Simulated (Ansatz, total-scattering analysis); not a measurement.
## Isotope substitution on H in aqueous KF

Two samples of aqueous KF (30 H2O, 3 K+ and 3 F-; O 31.2, H 62.5, K 3.1, F 3.1 atom %; 330 K, fixed volume (mean pressure -0.8 GPa); ρ₀ = 0.0971 Å⁻³) differ only in the isotope of H: D (b = 6.6681 fm) and H (b = -3.7395 fm). Other lengths: O 5.8037, K 3.67, F 5.654 fm. The data are simulated by ab initio molecular dynamics with Ansatz (LDA, plane waves, PAW default files, Langevin thermostat, no spin, fixed volume, H with the mass of D). The average runs over 0.60 ps of 96 atoms, so shells between rare elements are rough. Mean temperature 345 K, largest m.s.d. 1.26 Å², energy drift -12 meV an atom (last third less first), Langevin friction 10 ps⁻¹; the first quarter of the run is discarded. Start: last frame of a classical run of this cell at the same density and temperature. So short a stretch relaxes bonds and nearest shells but still remembers its start. It is a liquid as far as so short a run tells. LDA overbinds hydrogen bonds, so O–O contacts come out short and the liquid too structured. The potential energy falls by 12 meV an atom from the first to the last third of the average, so the sample is relaxing or ordering and this is no equilibrium average. The partials come from the cell's reciprocal vectors below 4 Å⁻¹ and from g(r) above; absorption, incoherent and inelastic scattering are left out. F(Q) = Σ ci cj bi bj (Sij − 1), in barn per steradian and atom:

| Q (Å⁻¹) | 2H | 1H | difference |
| --- | --- | --- | --- |
| 0.9 | -0.146 | -0.182 | 0.036 |
| 1.2 | -0.024 | -0.188 | 0.164 |
| 1.5 | 0.011 | -0.194 | 0.205 |
| 1.8 | 0.203 | -0.191 | 0.394 |
| 2.1 | 0.205 | -0.174 | 0.380 |
| 2.4 | 0.113 | -0.136 | 0.248 |
| 2.7 | -0.028 | -0.066 | 0.037 |
| 3.0 | -0.049 | 0.066 | -0.114 |
| 3.3 | -0.099 | 0.121 | -0.220 |
| 3.6 | -0.097 | 0.090 | -0.187 |
| 3.9 | -0.076 | 0.039 | -0.115 |
| 4.2 | -0.045 | -0.008 | -0.037 |
| 4.5 | -0.027 | -0.003 | -0.024 |
| 4.8 | -0.038 | 0.029 | -0.067 |
| 5.1 | -0.056 | 0.055 | -0.111 |
| 5.4 | -0.056 | 0.061 | -0.117 |
| 5.7 | -0.042 | 0.047 | -0.089 |
| 6.0 | -0.028 | 0.020 | -0.048 |
| 6.3 | -0.014 | -0.009 | -0.005 |
| 6.6 | 0.003 | -0.028 | 0.030 |
| 6.9 | 0.017 | -0.031 | 0.047 |
| 7.2 | 0.024 | -0.025 | 0.049 |
| 7.5 | 0.033 | -0.022 | 0.054 |
| 7.8 | 0.051 | -0.025 | 0.075 |
| 8.1 | 0.068 | -0.029 | 0.097 |
| 8.4 | 0.071 | -0.030 | 0.101 |
| 8.7 | 0.058 | -0.026 | 0.084 |
| 9.0 | 0.039 | -0.017 | 0.056 |
| 9.3 | 0.017 | -0.005 | 0.022 |
| 9.6 | -0.005 | 0.009 | -0.014 |
| 9.9 | -0.025 | 0.019 | -0.044 |
| 10.2 | -0.040 | 0.024 | -0.064 |
| 10.5 | -0.051 | 0.024 | -0.075 |
| 10.8 | -0.057 | 0.022 | -0.079 |

The first difference in real space, ΔG(r), in barn (from the pair functions, so without the broadening of a finite Q range):

```csv
r (Å),first difference G(r)
0.50,-0.391
0.58,-0.391
0.66,-0.391
0.74,-0.391
0.82,-0.391
0.90,-0.321
0.98,5.198
1.06,1.708
1.14,-0.323
1.22,-0.383
1.30,-0.361
1.38,-0.274
1.46,-0.050
1.54,0.300
1.62,0.415
1.70,0.149
1.78,-0.080
1.86,-0.165
1.94,-0.191
2.02,-0.169
2.10,-0.154
2.18,-0.180
2.26,-0.191
2.34,-0.195
2.42,-0.216
2.50,-0.217
2.58,-0.219
2.66,-0.197
2.74,-0.131
2.82,-0.059
2.90,0.004
2.98,0.083
3.06,0.119
3.14,0.138
3.22,0.146
3.30,0.114
3.38,0.069
3.46,0.039
3.54,0.036
```

**Question.** Which pairs survive in the difference, and what is the first shell of H?

Pairs without H cancel. ΔG(r) = Σ W [g(r) − 1] with W = 2 c(H) c(j) b(j) Δb, and c(H)² (b₁² − b₂²) for H–H: H–O 0.2359, H–H 0.1191, H–K 0.0149, H–F 0.0230 barn. At small r, ΔG → −ΣW = -0.393; in this finite cell the H–H term carries (N − 1)/N with N = 60 atoms of H, which gives -0.391.

The first feature, at 1.00 Å, is H–O. n = 4πρ₀ c(O)/W ∫ r² [ΔG − ΔG(0)] dr up to 1.26 Å gives 1.0 O around each H; the coordinates give 1.00 up to 1.26 Å.

Shells of H from the coordinates: O–H at 1.00 Å, 1.0 neighbours to 1.26 Å; H–F at 1.60 Å, 0.2 neighbours to 2.30 Å; H–H at 1.60 Å, 1.1 neighbours to 1.84 Å, a soft count; H–K at 3.23 Å, 0.9 neighbours to 4.20 Å, a soft count (first peaks with a usable minimum only). Counts average over all H, whatever molecule they sit on, and second peaks of a pair (H two bonds away, hydrogen bonds) add features between 1.5 and 2.5 Å that aren't listed. The structure is taken to be the same for both isotopes, which holds least well for H and D.

[Logs are printed without paths, hosts, clocks, repeated set-up lines and the standing remarks that a program may print on its own settings, such as how far it seeks lower states.]
